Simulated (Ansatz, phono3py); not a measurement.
# Scattering channels in KCl (Sylvite, Fm-3m), one at a time, part 2 of 5

Wanted: the sensitivity of κ of KCl (Sylvite) to the choices of the transport step.

What experiment has found for this phase:
- thermal conductivity 7.1 W/m/K near room temperature (given in “Combining the AFLOW GIBBS and Elastic Libraries to efficiently and robustly screen thermo-mechanical properties of solids”, 2017, arXiv:1611.05714)
- thermal conductivity 7.1 W/m/K near room temperature (given in “Predicting the lattice thermal conductivity of solids by solving the Boltzmann transport equation: AFLOW - AAPL an automated, accurate and efficient framework”, 2017, arXiv:1611.05481)

phono3py 4.10.0; DFT LDA, scalar-relativistic, plane waves, PAW; PAW set soft_1; phono3py on Ansatz's force constants.

So far, κ at 300 K (W/m/K): step 2 (relaxation-time solution) 10.3; step 4 (isotopes none) 10.7; step 5 (q-mesh of the transport sums 3×3×3) 24.0.

**6. Another q-mesh, third order supercell 3×3×3, supercell 6×6×6 (run 2)**

The q-mesh of the transport sums changes, with the same scattering terms.

Contents of phono3py.yaml:

```yaml
phono3py:
  version: "4.10.0"
  frequency_unit_conversion_factor: 15.633302
  symmetry_tolerance: 1.00000e-05

physical_unit:
  atomic_mass: "AMU"
  length: "angstrom"

space_group:
  type: "Fm-3m"
  number: 225
  Hall_symbol: "-F 4 2 3"

primitive_matrix:
- [  1.000000000000000,  0.000000000000000,  0.000000000000000 ]
- [  0.000000000000000,  1.000000000000000,  0.000000000000000 ]
- [  0.000000000000000,  0.000000000000000,  1.000000000000000 ]

supercell_matrix:
- [   3,   0,   0 ]
- [   0,   3,   0 ]
- [   0,   0,   3 ]

# [primitive_cell block left out]
unit_cell:
  lattice:
  - [     0.000000000000000,     3.038637075500000,     3.038637075500000 ] # a
  - [     3.038637075500000,     0.000000000000000,     3.038637075500000 ] # b
  - [     3.038637075500000,     3.038637075500000,     0.000000000000000 ] # c
  points:
  - symbol: K # 1
    coordinates: [  0.000000000000000,  0.000000000000000,  0.000000000000000 ]
    mass: 39.098300
    reduced_to: 1
  - symbol: Cl # 2
    coordinates: [  0.500000000000000,  0.500000000000000,  0.500000000000000 ]
    mass: 35.450000
    reduced_to: 2

# [supercell block left out]
phonon_supercell_matrix:
- [   6,   0,   0 ]
- [   0,   6,   0 ]
- [   0,   0,   6 ]

# [phonon_primitive_cell block left out]
# [phonon_supercell block left out]
nac:
  born_effective_charge:
  - # 1 (K)
    - [  1.109091043469948,  0.000000000000000,  0.000000000000000 ]
    - [  0.000000000000000,  1.109091043469948,  0.000000000000000 ]
    - [  0.000000000000000,  0.000000000000000,  1.109091043469948 ]
  - # 2 (Cl)
    - [ -1.109091043469948,  0.000000000000000,  0.000000000000000 ]
    - [  0.000000000000000, -1.109091043469948,  0.000000000000000 ]
    - [  0.000000000000000,  0.000000000000000, -1.109091043469948 ]
  dielectric_constant:
    - [  2.507462385729138,  0.000000000000000,  0.000000000000000 ]
    - [  0.000000000000000,  2.507462385729138,  0.000000000000000 ]
    - [  0.000000000000000,  0.000000000000000,  2.507462385729138 ]
  unit_conversion_factor: 14.399645
```

Started as:

```sh
phono3py phono3py.yaml --mesh 7 7 7 --br --isotope --ts 100 300 600
```

The log of the run:

```text
[banner, memory and clock lines left out]
Rust backend (phonors) using rayon (8 threads).
Running in phono3py.load mode.
Spglib version 2.8.0
----------------------------- General settings -----------------------------
Run mode: conductivity-RTA
HDF5 data compression filter: gzip
Crystal structure was read from "phono3py.yaml".
Supercell (dim): [3 3 3]
Phonon supercell (dim-fc2): [6 6 6]
Primitive matrix:
  [1. 0. 0.]
  [0. 1. 0.]
  [0. 0. 1.]
Spacegroup: Fm-3m (225)
Use -v option to watch primitive cell, unit cell, and supercell structures.
[...]
4.959   (   6.137    0.568   -0.000)    6.163
   5.058   (   0.578   -1.429    0.000)    1.541
=================== End of collection of collisions ===================
----------- Thermal conductivity (W/m-k) with tetrahedron method -----------
#  T(K)        xx         yy         zz         yz         xz         xy
  100.0      29.157     29.157     29.157     -0.000     -0.000      0.000
  300.0      10.246     10.246     10.246     -0.000     -0.000      0.000
  600.0       5.215      5.215      5.215     -0.000     -0.000      0.000

Thermal conductivity related properties were written into
"kappa-m777.hdf5".
Summary of calculation was written in "phono3py.yaml".
```

Elapsed: 3.8 s, on 8 threads of Arm Neoverse V1, shared host; peak memory 0.29 GiB.

W/m/K. Kappa, by row:

```csv
T (K),xx,yy,zz,yz,xz,xy
100,29.16,29.16,29.16,0,0,0
300,10.25,10.25,10.25,0,0,0
600,5.215,5.215,5.215,0,0,0
```

κ at 300 K goes from 10.3 in the base run to 10.2 W/(m K).

**7. Another q-mesh, third order supercell 3×3×3, supercell 6×6×6 (run 3)**

The q-mesh of the transport sums changes, with the same scattering terms.

phono3py.yaml is that of step 6.

Started as:

```sh
phono3py phono3py.yaml --mesh 9 9 9 --br --isotope --ts 100 300 600
```

The log of the run:

```text
[banner, memory and clock lines left out]
Rust backend (phonors) using rayon (8 threads).
Running in phono3py.load mode.
Spglib version 2.8.0
----------------------------- General settings -----------------------------
Run mode: conductivity-RTA
HDF5 data compression filter: gzip
Crystal structure was read from "phono3py.yaml".
Supercell (dim): [3 3 3]
Phonon supercell (dim-fc2): [6 6 6]
Primitive matrix:
  [1. 0. 0.]
  [0. 1. 0.]
  [0. 0. 1.]
Spacegroup: Fm-3m (225)
Use -v option to watch primitive cell, unit cell, and supercell structures.
[...]
5.008   (  -0.000   -1.041    5.810)    5.902
   5.029   (   0.000    1.512    0.459)    1.580
=================== End of collection of collisions ===================
----------- Thermal conductivity (W/m-k) with tetrahedron method -----------
#  T(K)        xx         yy         zz         yz         xz         xy
  100.0      28.247     28.247     28.247     -0.000     -0.000      0.000
  300.0       9.877      9.877      9.877     -0.000     -0.000      0.000
  600.0       5.029      5.029      5.029     -0.000     -0.000      0.000

Thermal conductivity related properties were written into
"kappa-m999.hdf5".
Summary of calculation was written in "phono3py.yaml".
```

It took 4.1 s on 8 threads; peak memory 0.29 GiB; 6.5 s of CPU time.

W/m/K. Kappa, by row:

```csv
T (K),xx,yy,zz,yz,xz,xy
100,28.25,28.25,28.25,0,0,0
300,9.877,9.877,9.877,0,0,0
600,5.029,5.029,5.029,0,0,0
```

κ at 300 K goes from 10.3 in the base run to 9.88 W/(m K).

**8. Another q-mesh, third order supercell 3×3×3, supercell 6×6×6 (run 4)**

The q-mesh of the transport sums changes, with the same scattering terms.

phono3py.yaml is that of step 7.

Started as:

```sh
phono3py phono3py.yaml --mesh 13 13 13 --br --isotope --ts 100 300 600
```

The log of the run:

```text
[banner, memory and clock lines left out]
Rust backend (phonors) using rayon (8 threads).
Running in phono3py.load mode.
Spglib version 2.8.0
----------------------------- General settings -----------------------------
Run mode: conductivity-RTA
HDF5 data compression filter: gzip
Crystal structure was read from "phono3py.yaml".
Supercell (dim): [3 3 3]
Phonon supercell (dim-fc2): [6 6 6]
Primitive matrix:
  [1. 0. 0.]
  [0. 1. 0.]
  [0. 0. 1.]
Spacegroup: Fm-3m (225)
Use -v option to watch primitive cell, unit cell, and supercell structures.
[...]
5.032   (  -0.000   -1.267    3.894)    4.095
   5.036   (   0.000    1.520    0.332)    1.556
=================== End of collection of collisions ===================
----------- Thermal conductivity (W/m-k) with tetrahedron method -----------
#  T(K)        xx         yy         zz         yz         xz         xy
  100.0      29.125     29.125     29.125     -0.000     -0.000      0.000
  300.0      10.197     10.197     10.197     -0.000     -0.000      0.000
  600.0       5.194      5.194      5.194     -0.000     -0.000      0.000

Thermal conductivity related properties were written into
"kappa-m131313.hdf5".
Summary of calculation was written in "phono3py.yaml".
```

Wall time 6.9 s (8 threads); peak memory 0.29 GiB.

W/m/K. Kappa, by row:

```csv
T (K),xx,yy,zz,yz,xz,xy
100,29.13,29.13,29.13,0,0,0
300,10.2,10.2,10.2,0,0,0
600,5.194,5.194,5.194,0,0,0
```

κ at 300 K goes from 10.3 in the base run to 10.2 W/(m K).

**9. Another q-mesh, third order supercell 3×3×3, supercell 6×6×6 (run 5)**

The q-mesh of the transport sums changes, with the same scattering terms.

phono3py.yaml is that of step 8.

Started as:

```sh
phono3py phono3py.yaml --mesh 21 21 21 --br --isotope --ts 100 300 600
```

The log of the run:

```text
[banner, memory and clock lines left out]
Rust backend (phonors) using rayon (8 threads).
Running in phono3py.load mode.
Spglib version 2.8.0
----------------------------- General settings -----------------------------
Run mode: conductivity-RTA
HDF5 data compression filter: gzip
Crystal structure was read from "phono3py.yaml".
Supercell (dim): [3 3 3]
Phonon supercell (dim-fc2): [6 6 6]
Primitive matrix:
  [1. 0. 0.]
  [0. 1. 0.]
  [0. 0. 1.]
Spacegroup: Fm-3m (225)
Use -v option to watch primitive cell, unit cell, and supercell structures.
[...]
5.041   (   0.000    1.521    0.211)    1.535
   5.044   (  -0.000   -1.409    2.345)    2.736
=================== End of collection of collisions ===================
----------- Thermal conductivity (W/m-k) with tetrahedron method -----------
#  T(K)        xx         yy         zz         yz         xz         xy
  100.0      29.510     29.510     29.510     -0.000     -0.000      0.000
  300.0      10.332     10.332     10.332     -0.000     -0.000      0.000
  600.0       5.266      5.266      5.266     -0.000     -0.000      0.000

Thermal conductivity related properties were written into
"kappa-m212121.hdf5".
Summary of calculation was written in "phono3py.yaml".
```

Wall time 52 s (8 threads); peak memory 0.29 GiB.

κ at 300 K goes from 10.3 in the base run to 10.3 W/(m K).

**10. Another q-mesh, third order supercell 3×3×3, supercell 6×6×6 (run 6)**

The q-mesh of the transport sums changes, with the same scattering terms.

phono3py.yaml is that of step 9.

Started as:

```sh
phono3py phono3py.yaml --mesh 27 27 27 --br --isotope --ts 100 300 600
```

The log of the run:

```text
[banner, memory and clock lines left out]
Rust backend (phonors) using rayon (8 threads).
Running in phono3py.load mode.
Spglib version 2.8.0
----------------------------- General settings -----------------------------
Run mode: conductivity-RTA
HDF5 data compression filter: gzip
Crystal structure was read from "phono3py.yaml".
Supercell (dim): [3 3 3]
Phonon supercell (dim-fc2): [6 6 6]
Primitive matrix:
  [1. 0. 0.]
  [0. 1. 0.]
  [0. 0. 1.]
Spacegroup: Fm-3m (225)
Use -v option to watch primitive cell, unit cell, and supercell structures.
[...]
5.038   (   1.698    1.463   -0.000)    2.241
   5.051   (   0.165   -1.498    0.000)    1.507
=================== End of collection of collisions ===================
----------- Thermal conductivity (W/m-k) with tetrahedron method -----------
#  T(K)        xx         yy         zz         yz         xz         xy
  100.0      29.621     29.621     29.621     -0.000     -0.000      0.000
  300.0      10.372     10.372     10.372     -0.000     -0.000      0.000
  600.0       5.286      5.286      5.286     -0.000     -0.000      0.000

Thermal conductivity related properties were written into
"kappa-m272727.hdf5".
Summary of calculation was written in "phono3py.yaml".
```

It took 3.6 min on 8 threads; peak memory 0.29 GiB; 26 min of CPU time.

W/m/K. Kappa, by row:

```csv
T (K),xx,yy,zz,yz,xz,xy
100,29.62,29.62,29.62,0,0,0
300,10.37,10.37,10.37,0,0,0
600,5.286,5.286,5.286,0,0,0
```

κ at 300 K goes from 10.3 in the base run to 10.4 W/(m K).

**11. Mesh convergence**

This step: DFT LDA, scalar-relativistic, plane waves, PAW; PAW set soft_1 (phono3py 4.10.0).

Series, by row:

```csv
mesh points along each axis,kappa at 100 K (W/m/K),kappa at 300 K (W/m/K),kappa at 600 K (W/m/K),seconds
3,54.77,24.02,12.96,3.6
7,29.16,10.25,5.215,3.79
9,28.25,9.877,5.029,4.09
13,29.13,10.2,5.194,6.91
17,29.34,10.26,5.228,18.44
21,29.51,10.33,5.266,52.01
27,29.62,10.37,5.286,213.6
```

**12. Boundary scattering, third order supercell 3×3×3, supercell 6×6×6**

A boundary term v/L is added to each rate, a simple model of grains or a thin sample.

This step: DFT LDA, scalar-relativistic, plane waves, PAW; PAW set soft_1; phono3py on Ansatz's force constants (phono3py 4.10.0).

phono3py.yaml is that of step 10.

Started as:

```sh
phono3py phono3py.yaml --mesh 17 17 17 --br --isotope --boundary-mfp 1 --ts 50 100 150 200 300 400 500 600 800
```

The log of the run:

```text
[banner, memory and clock lines left out]
Rust backend (phonors) using rayon (8 threads).
Running in phono3py.load mode.
Spglib version 2.8.0
----------------------------- General settings -----------------------------
Run mode: conductivity-RTA
HDF5 data compression filter: gzip
Crystal structure was read from "phono3py.yaml".
Supercell (dim): [3 3 3]
Phonon supercell (dim-fc2): [6 6 6]
Primitive matrix:
  [1. 0. 0.]
  [0. 1. 0.]
  [0. 0. 1.]
Spacegroup: Fm-3m (225)
Use -v option to watch primitive cell, unit cell, and supercell structures.
NAC parameters were read from "phono3py.yaml".
fc3 was read from "fc3.hdf5".
fc2 was read from "fc2.hdf5".
----------------------------- Force constants ------------------------------
Max drift of fc3: 0.00000000 (zzz) 0.00000000 (zzz) 0.00000000 (zzz)
Max drift of fc2: -0.00000000 (yy) -0.00000000 (yy)
--------------------------- Calculation settings ---------------------------
Non-analytical term correction (NAC): True
NAC unit conversion factor:  14.39964
BZ integration: Tetrahedron-method
Temperature:  50.0  100.0  150.0  200.0  300.0 ... 800.0
Cutoff frequency: 0.01
Mesh sampling: [ 17 17 17 ]
Generating grid system ... [ 17 17 17 ]
fc3-r2q-transformation over three atoms: True
--------------------------- Phonon calculations ----------------------------
  PRB 50, 13035(R) (1994), PRB 55, 10355 (1997)
  G-cutoff distance: 1.08, Number of G-points: 307, Lambda: 0.18
Running harmonic phonon calculations...
-------------------- Lattice thermal conductivity (RTA) --------------------
Running heat capacity calculations...
Running velocity calculations...
Running isotope scattering calculations with tetrahedron method...
======================= Grid point 0 (1/165) =======================
q-point: ( 0.00  0.00  0.00)
Boundary mean free path (micrometer): 1.00000
Mass variance parameters: 1.64e-04 5.83e-04
Number of triplets: 165
Frequency     group velocity (x, y, z)     |gv|
   0.000   (   0.000    0.000    0.000)    0.000
   0.000   (   0.000    0.000    0.000)    0.000
   0.000   (   0.000    0.000    0.000)    0.000
   4.833   (   0.000    0.000    0.000)    0.000
   4.833   (   0.000    0.000    0.000)    0.000
   4.833   (   0.000    0.000    0.000)    0.000
======================= Grid point 1 (2/165) =======================
q-point: ( 0.06  0.00  0.00)
Boundary mean free path (micrometer): 1.00000
Mass variance parameters: 1.64e-04 5.83e-04
Number of triplets: 489
Frequency     group velocity (x, y, z)     |gv|
   0.498   ( -17.073   17.073   17.073)   29.572
   0.498   ( -17.073   17.073   17.073)   29.572
   0.646   ( -22.174   22.174   22.174)   38.406
   4.817   (   1.114   -1.114   -1.114)    1.929
   4.817   (   1.114   -1.114   -1.114)    1.929
   6.620   (   1.682   -1.682   -1.682)    2.913
[162 grid points left out]
======================= Grid point 1322 (165/165) =======================
q-point: ( 0.71  0.47  0.24)
Boundary mean free path (micrometer): 1.00000
Mass variance parameters: 1.64e-04 5.83e-04
Number of triplets: 1305
Frequency     group velocity (x, y, z)     |gv|
   2.496   (  -0.000   13.524    1.581)   13.616
   2.664   (   0.000  -12.617   -6.863)   14.362
   3.788   (  -0.000   25.489    0.410)   25.492
   4.108   (   0.000  -21.893   -2.359)   22.020
   5.039   (   0.000    1.521    0.258)    1.543
   5.040   (  -0.000   -1.361    2.927)    3.228
=================== End of collection of collisions ===================
----------- Thermal conductivity (W/m-k) with tetrahedron method -----------
#  T(K)        xx         yy         zz         yz         xz         xy
   50.0      45.789     45.789     45.789     -0.000     -0.000      0.000
  100.0      26.659     26.659     26.659     -0.000     -0.000      0.000
  150.0      18.767     18.767     18.767     -0.000     -0.000      0.000
  200.0      14.495     14.495     14.495     -0.000     -0.000      0.000
  300.0       9.967      9.967      9.967     -0.000     -0.000      0.000
  400.0       7.597      7.597      7.597     -0.000     -0.000      0.000
  500.0       6.139      6.139      6.139     -0.000     -0.000      0.000
  600.0       5.150      5.150      5.150     -0.000     -0.000      0.000
  800.0       3.896      3.896      3.896     -0.000     -0.000      0.000

Thermal conductivity related properties were written into
"kappa-m171717.hdf5".
Summary of calculation was written in "phono3py.yaml".
```

Wall time 19 s (8 threads); peak memory 0.29 GiB.

This step gave:

```
κ at 300 K            : 9.967 W/m/K
κ xx, yy, zz at 300 K : 9.967, 9.967, 9.967 W/m/K
```

W/m/K. Kappa, by row:

```csv
T (K),xx,yy,zz,yz,xz,xy
50,45.79,45.79,45.79,0,0,0
100,26.66,26.66,26.66,0,0,0
150,18.77,18.77,18.77,0,0,0
200,14.5,14.5,14.5,0,0,0
300,9.967,9.967,9.967,0,0,0
400,7.597,7.597,7.597,0,0,0
500,6.139,6.139,6.139,0,0,0
600,5.15,5.15,5.15,0,0,0
800,3.896,3.896,3.896,0,0,0
```

κ at 300 K goes from 10.3 in the base run to 9.97 W/(m K).

**13. Boundary scattering, third order supercell 3×3×3, supercell 6×6×6 (run 2)**

A boundary term v/L is added to each rate, a simple model of grains or a thin sample.

phono3py.yaml is that of step 12.

Started as:

```sh
phono3py phono3py.yaml --mesh 17 17 17 --br --isotope --boundary-mfp 10 --ts 50 100 150 200 300 400 500 600 800
```

The log of the run:

```text
[banner, memory and clock lines left out]
Rust backend (phonors) using rayon (8 threads).
Running in phono3py.load mode.
Spglib version 2.8.0
----------------------------- General settings -----------------------------
Run mode: conductivity-RTA
HDF5 data compression filter: gzip
Crystal structure was read from "phono3py.yaml".
Supercell (dim): [3 3 3]
Phonon supercell (dim-fc2): [6 6 6]
Primitive matrix:
  [1. 0. 0.]
  [0. 1. 0.]
  [0. 0. 1.]
Spacegroup: Fm-3m (225)
Use -v option to watch primitive cell, unit cell, and supercell structures.
[...]
----------- Thermal conductivity (W/m-k) with tetrahedron method -----------
#  T(K)        xx         yy         zz         yz         xz         xy
   50.0      58.286     58.286     58.286     -0.000     -0.000      0.000
  100.0      28.978     28.978     28.978     -0.000     -0.000      0.000
  150.0      19.772     19.772     19.772     -0.000     -0.000      0.000
[...]
600.0       5.219      5.219      5.219     -0.000     -0.000      0.000
  800.0       3.936      3.936      3.936     -0.000     -0.000      0.000

Thermal conductivity related properties were written into
"kappa-m171717.hdf5".
Summary of calculation was written in "phono3py.yaml".
```

The job ended after 18 s (8 threads; peak memory 0.29 GiB).

This step gave:

- κ at 300 K: 10.23 W/m/K
- κ xx, yy, zz at 300 K: 10.23, 10.23, 10.23 W/m/K

W/m/K. Kappa, by row:

```csv
T (K),xx,yy,zz,yz,xz,xy
50,58.29,58.29,58.29,0,0,0
100,28.98,28.98,28.98,0,0,0
150,19.77,19.77,19.77,0,0,0
200,15.07,15.07,15.07,0,0,0
300,10.23,10.23,10.23,0,0,0
400,7.749,7.749,7.749,0,0,0
500,6.237,6.237,6.237,0,0,0
600,5.219,5.219,5.219,0,0,0
800,3.936,3.936,3.936,0,0,0
```

κ at 300 K goes from 10.3 in the base run to 10.2 W/(m K).

(Part 2 of 5 ends here.)

[Logs are printed without paths, hosts, clocks, repeated set-up lines and the standing remarks that a program may print on its own settings, such as how far it seeks lower states.]

[Hosts, paths, dates, database ids (printed as entryN), source tags and the programs' standing remarks are cut or masked in the printed files.]

[A step with changed settings may run another functional than the one named; its input shows which.]
